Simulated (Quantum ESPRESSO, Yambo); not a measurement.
# Quasiparticle gap of CdF2 (Fm-3m) in Yambo, part 3 of 3

Wanted: ground state, empty states, screening and self-energy for CdF2 (Fm-3m).

Quantum ESPRESSO 7.5 and Yambo 5.3.0; PBE and many-body steps on it, plane waves. Known limits of the many-body steps: not at the basis limit; d shell near the gap, gap tends to lie low; no spin-orbit coupling; coarse k mesh.

So far. Step 3 (Bands along the symmetry lines): The gap is 3.124 eV, −0.019 eV from the run before at this level. Step 4 (Empty states on the mesh, 4×4×4 mesh, 119 bands): On this mesh the gap is 3.124 eV.

## (6) Screening and self-energy, 4×4×4 mesh, 119 bands, screening to 142.9 eV

Now the one-shot GW correction: screening in the RPA, then the self-energy of the levels asked for.

This step: G0W0 on PBE, plane waves, norm-conserving pseudopotentials.

gw1.in reads:

```
HF_and_locXC
gw0
dyson
ppa
em1d
rim_cut
RandQpts= 1000000
RandGvec= 1 RL
EXXRLvcs= 94 Ry
VXCRLvcs= 376 Ry
Chimod= "HARTREE"
% BndsRnXp
 1 | 119 |
%
NGsBlkXp= 10.5 Ry
% LongDrXp
 1 | 1 | 1 |
%
% GbndRnge
 1 | 119 |
%
DysSolver= "n"
ExtendOut
PPAPntXp= 27.21138 eV
% QPkrange
 8 | 8 | 16 | 19 |
 1 | 1 | 16 | 19 |
%
```

Started as:

```
OMP_NUM_THREADS=1 mpirun -n 4 yambo -F gw1.in -J gw1 -C gw1 > gw1.log
```

The log of the run:

```text
 Yambo, version 5.3.0

 [02] CORE Variables Setup
 =========================

  [... cell, symmetries and grids as in the set-up ...]

  [02.05] Energies & Occupations
  ==============================

  [X] === General ===
  [X] Electronic Temperature                        :  0.000000  0.000000 [eV K]
  [X] Bosonic    Temperature                        :  0.000000  0.000000 [eV K]
  [X] Finite Temperature mode                       : no
  [X] El. density                                   :  0.86947E+24 [cm-3]
  [X] Fermi Level                                   :  6.529887 [eV]

  [X] === Gaps and Widths ===
  [X] Conduction Band Min                           :  3.123994 [eV]
  [X] Valence Band Max                              :  0.000000 [eV]
  [X] Filled Bands                                  :  17
  [X] Empty Bands                                   :   18  119
  [X] Direct Gap                                    :  3.619366 [eV]
  [X] Direct Gap localized at k                     :  1
  [X] Indirect Gap                                  :  3.123994 [eV]
  [X] Indirect Gap between kpts                     :   8   1
  [X] Last valence band width                       :  0.495373 [eV]
  [X] 1st conduction band width                     :  4.976967 [eV]

 [03] Transferred momenta grid and indexing
 ==========================================

 IBZ Q-points                                      :   8
 BZ  Q-points                                      :   64

 K/Q-points units:
 rlu = crystal or reduced units; cc = cartesian coordinates; iku = interal k-units

 Q [1]          [rlu]:  0.000000  0.000000  0.000000
 Q [2]          [rlu]:  0.14198E-16 -0.27435E-16  0.25000
 Q [3]          [rlu]: -0.28396E-16  0.54870E-16 -0.50000
 Q [4]          [rlu]:  0.65886E-17  0.25000      0.25000
 Q [5]          [rlu]: -0.68688E-17  0.25000      0.50000
 Q [6]          [rlu]:  0.27115E-16  0.25000     -0.25000
 Q [7]          [rlu]: -0.13177E-16 -0.50000     -0.50000
 Q [8]          [rlu]:  0.250000 -0.500000 -0.250000

 [04] Coloumb potential Random Integration (RIM)
 ===============================================

  [04.01] RIM initialization
  ==========================

  * Diagonal components only detected *

  8 x (sBL volume)        :  0.117498 [a.u.]
  sBZ random points       :  1000000
  Points outside the sBZ  :   7999624
  RL volume               :  0.939984 [a.u.]
  Integrated volume       :  0.940028 [a.u.]

  [04.02] RIM integrals
  =====================

  Gamma point sphere radius             :  0.088844 [a.u.]
  Points outside the sphere             :   799635
  [Int_sBZ(q=0) 1/q^2]*(Vol_sBZ)^(-1/3) =:  7.763403
                                 should be <:  7.795600

  Summary of Coulomb integrals for non-metallic bands |Q|[au] RIM/Bare

  Q [1] 0.100000E-4 0.995870 * Q [2] 0.267211 1.065611
  Q [4] 0.308548 1.063726 * Q [6] 0.436353 1.025826
  Q [5] 0.511670 1.019349 * Q [3] 0.534422 1.016307
  Q [7] 0.617097 1.012926 * Q [8] 0.689935 1.009939

 [05] Dipoles
 ============

  [05.01] Setup: observables and procedures
  =========================================

 [06] Dynamic Dielectric Matrix (PPA)
 ====================================

 [WR./gw1//ndb.pp]---------------------------------------------------------------
  Brillouin Zone Q/K grids (IBZ/BZ)                :    8   64    8   64
  RL vectors                                       :   4957 [WF]
  Coulomb cutoff potential                         : none
  Electronic Temperature                           :  0.000000 [K]
  Bosonic    Temperature                           :  0.000000 [K]
  PPA    diel. fun.  energies                      : Perdew, Burke & Ernzerhof(X)+Perdew, Burke & Ernzerhof(C)
  wavefunctions                                    : Perdew, Burke & Ernzerhof(X)+Perdew, Burke & Ernzerhof(C)
  Global Gauge                                     : length
  X matrix size                                    :  169
  X band range                                     :    1  119
  X e/h energy range                               : -1.000000 -1.000000 [eV]
  X Time ordering                                  : R
  X Hxc Kernel                                     : HARTREE
  X Drude frequency                                :  0.000000  0.000000
  X poles                                          :  100.0000 [o/o]
  RL vectors in the sum                            :   4957
  [r,Vnl] included                                 : yes
  Field direction                                  :  0.577350E-5  0.577350E-5  0.577350E-5
  BZ energy Double Grid                            : no
  BZ energy DbGd points                            : 0
  BZ Q point size factor                           : -1.000000
  X Optical Averaged directions                    : none

 [07] Local Exchange-Correlation + Non-Local Fock
 ================================================

 [VXC] Plane waves :   32647
 [EXS] Plane waves :   4111

 QP @ state[ 1 ] K range:  1  1
 QP @ state[ 1 ] b range:  16  19
 QP @ state[ 2 ] K range:   8   8
 QP @ state[ 2 ] b range:  16  19

 [xc] Functional : Perdew, Burke & Ernzerhof(X)+Perdew, Burke & Ernzerhof(C)
 [xc] LIBXC used to calculate xc functional
  PP Number of Atomic Species                      :  2
  NLCC RL compoments                               :   32647
  PP Number of Atomic Species                      :  2
  NLCC RL compoments                               :   32647

 [xc] E_xc :  -24.65860 [Ha]
      E_xc :  -49.31721 [Ry]

  Local XC kind (lXC) : Perdew, Burke & Ernzerhof(X)+Perdew, Burke & Ernzerhof(C)
  Non-Local XC kind (nlXC) : Hartree-Fock

  Corrections @ K [1] :  [eV]
 <16|nlXC|16> = -32.28252  0.96113E-17 <16|lXC|16> = -24.99306  0.000000
 <17|nlXC|17> = -32.28237 -0.75867E-17 <17|lXC|17> = -24.99306  0.000000
 <18|nlXC|18> = -7.990550  0.16965E-17 <18|lXC|18> = -12.40280  0.000000
 <19|nlXC|19> = -4.689398 -0.87972E-18 <19|lXC|19> = -10.20232  0.000000

  Corrections @ K [8] :  [eV]
 <16|nlXC|16> = -30.52773  0.74611E-17 <16|lXC|16> = -23.13818  0.000000
 <17|nlXC|17> = -31.53442 -0.56378E-17 <17|lXC|17> = -24.39237 -0.47204E-16
 <18|nlXC|18> = -10.76329  0.10928E-17 <18|lXC|18> = -16.75171  0.000000
 <19|nlXC|19> = -6.368119  0.84743E-18 <19|lXC|19> = -10.95815  0.70806E-16

  [07.01] Hartree-Fock occupations report
  =======================================

  [Hartree-Fock] === General ===
  [Hartree-Fock] Electronic Temperature             :  0.000000  0.000000 [eV K]
  [Hartree-Fock] Bosonic    Temperature             :  0.000000  0.000000 [eV K]
  [Hartree-Fock] Finite Temperature mode            : no
  [Hartree-Fock] El. density                        :  0.86947E+24 [cm-3]
  [Hartree-Fock] Fermi Level                        :  6.529887 [eV]

  [Hartree-Fock] === Gaps and Widths ===
  [Hartree-Fock] Conduction Band Min                :  4.990525 [eV]
  [Hartree-Fock] Valence Band Max                   : -0.088828 [eV]
  [Hartree-Fock] Filled Bands                       :  17
  [Hartree-Fock] Empty Bands                        :   18  119
  [Hartree-Fock] Direct Gap                         :  5.439230 [eV]
  [Hartree-Fock] Direct Gap localized at k          :  2
  [Hartree-Fock] Indirect Gap                       :  5.079353 [eV]
  [Hartree-Fock] Indirect Gap between kpts          :   7   2
  [Hartree-Fock] Last valence band width            :  7.695854 [eV]
  [Hartree-Fock] 1st conduction band width          :  9.098856 [eV]

 [08] Dyson equation: Newton solver
 ==================================

  [08.01] G0W0 (W PPA)
  ====================

  [  GW  ] Bands range     :    1  119
  [GW/PPA] G damping       :  0.100000 [eV]

  QP @ state[ 1 ] K range:  1  1
  QP @ state[ 1 ] b range:  16  19
  QP @ state[ 2 ] K range:   8   8
  QP @ state[ 2 ] b range:  16  19

   Sc/G bands                                       :    1  119
   Sc/G damping                                     :  0.100000 ev
   Sc bands terminator                              : no
   Sx RL components                                 :   4111

   QP @ state[ 1 ] K range                          :  1  1
   QP @ state[ 1 ] b range                          :  16  19
   QP @ state[ 2 ] K range                          :   8   8
   QP @ state[ 2 ] b range                          :  16  19
   GF energies kind                                 : Perdew, Burke & Ernzerhof(X)+Perdew, Burke & Ernzerhof(C)
   GF WF`s kind                                     : Perdew, Burke & Ernzerhof(X)+Perdew, Burke & Ernzerhof(C)
   Xs energies kind                                 : Perdew, Burke & Ernzerhof(X)+Perdew, Burke & Ernzerhof(C)
   Xs WF`s kind                                     : Perdew, Burke & Ernzerhof(X)+Perdew, Burke & Ernzerhof(C)

 [11] Game Over & Game summary
```

Wall time 2.9 min (4 MPI ranks of Intel Xeon Platinum 8259CL at 2.50GHz (Skylake/Cascade Lake), shared host); peak memory 1.7 GiB; 11 min of CPU time.

Numbers from this step:

| Property | Result |
| --- | --- |
| G0W0 gap on the points computed | 5.302 eV |
| starting gap on the mesh | 3.124 eV |
| k of the valence top | 0.25, -0.5, -0.25 |
| k of the conduction bottom | 0, 0, 0 |
| least direct G0W0 gap on the computed points | 6.060 eV |
| Z at the valence top | 0.7977 |
| Z at the conduction bottom | 0.8703 |

The gap on the mesh goes from 3.12 eV to 5.30 eV, a correction of +2.18 eV.

Limits: finite bands, cutoff and mesh; d shell near the gap, gap tends to lie low; no spin-orbit coupling; coarse k mesh. v1 is the top filled band, c1 the lowest empty one. The levels before and after the correction (eV, zero at the valence-band top of each column):

```tsv
	conduction bottom	valence top
Kohn-Sham	3.12	0.00
G0W0	5.30	0.00
```

```tsv
	level	energy (eV)
Kohn-Sham	Γ v2-v1	-0.495
Kohn-Sham	Γ c1	3.124
Kohn-Sham	Γ c2	12.741
Kohn-Sham	(0.25 -0.5 -0.25) v2	-0.599
Kohn-Sham	(0.25 -0.5 -0.25) v1	0.000
Kohn-Sham	(0.25 -0.5 -0.25) c1	8.101
Kohn-Sham	(0.25 -0.5 -0.25) c2	11.529
G0W0	Γ v2-v1	-0.758
G0W0	Γ c1	5.302
G0W0	Γ c2	15.153
G0W0	(0.25 -0.5 -0.25) v2	-0.630
G0W0	(0.25 -0.5 -0.25) v1	0.000
G0W0	(0.25 -0.5 -0.25) c1	11.328
G0W0	(0.25 -0.5 -0.25) c2	13.800
```

## (7) Where the time went

Times are wall times on the hardware named with each run, good to a factor of about two.

```tsv
step	time	share	memory (GiB)
ground state	9.7 s	5 %	0.32
bands along the symmetry lines	9.1 s	4 %	0.27
empty states on the mesh	10 s	5 %	0.4
conversion and set-up	3.4 s	2 %	0.25
screening and self-energy	2.9 min	84 %	1.7
```

## (8) Results

| Item | Value |
| --- | --- |
| PBE gap | 3.12 eV, indirect |
| G0W0 gap on the mesh | 5.30 eV |
| GW settings | 4×4×4 mesh, 119 bands, screening to 142.9 eV, Godby-Needs plasmon pole |
| known limits | not at the basis limit; d shell near the gap, gap tends to lie low; no spin-orbit coupling; coarse k mesh |

In words: G0W0 moves the gap on the mesh from 3.12 eV to 5.30 eV (+2.18 eV), with Z of 0.80 and 0.87 at the edges. Only 2 of the mesh's irreducible points were corrected, so a valley elsewhere could overtake. The dearest step here is «screening and self-energy». Bands and cutoff are finite, so the gap is not at the basis limit. The miss can reach some tenths of an eV and take either sign; the mesh is an error of its own. In the G0W0 run levels were corrected at 2 k points alone, so a gap called «on the mesh» is the least over those, and an edge elsewhere would be missed. The 4×4×4 mesh is coarse for this cell, which bears on the long-range parts of exchange and screening. A d shell, filled or nearly so, lies near the gap. One-shot GW converges very slowly in bands there, not always from below, and on a semilocal start the gap tends to come out low; starts rich in exact exchange can overshoot instead. The many-body steps are scalar-relativistic: spin-orbit coupling is not in them.

[Paths, hosts, dates, memory and timing lines, banners, echoed tables and standing remarks are left out of the program output.]

[Logs are printed without paths, hosts, clocks, repeated set-up lines and the standing remarks that a program may print on its own settings, such as how far it seeks lower states.]

[Runs of the session that timed out or met a known fault of the program may be left out.]

[Hosts, paths, dates, database ids (printed as entryN), source tags and the programs' standing remarks are cut or masked in the printed files.]
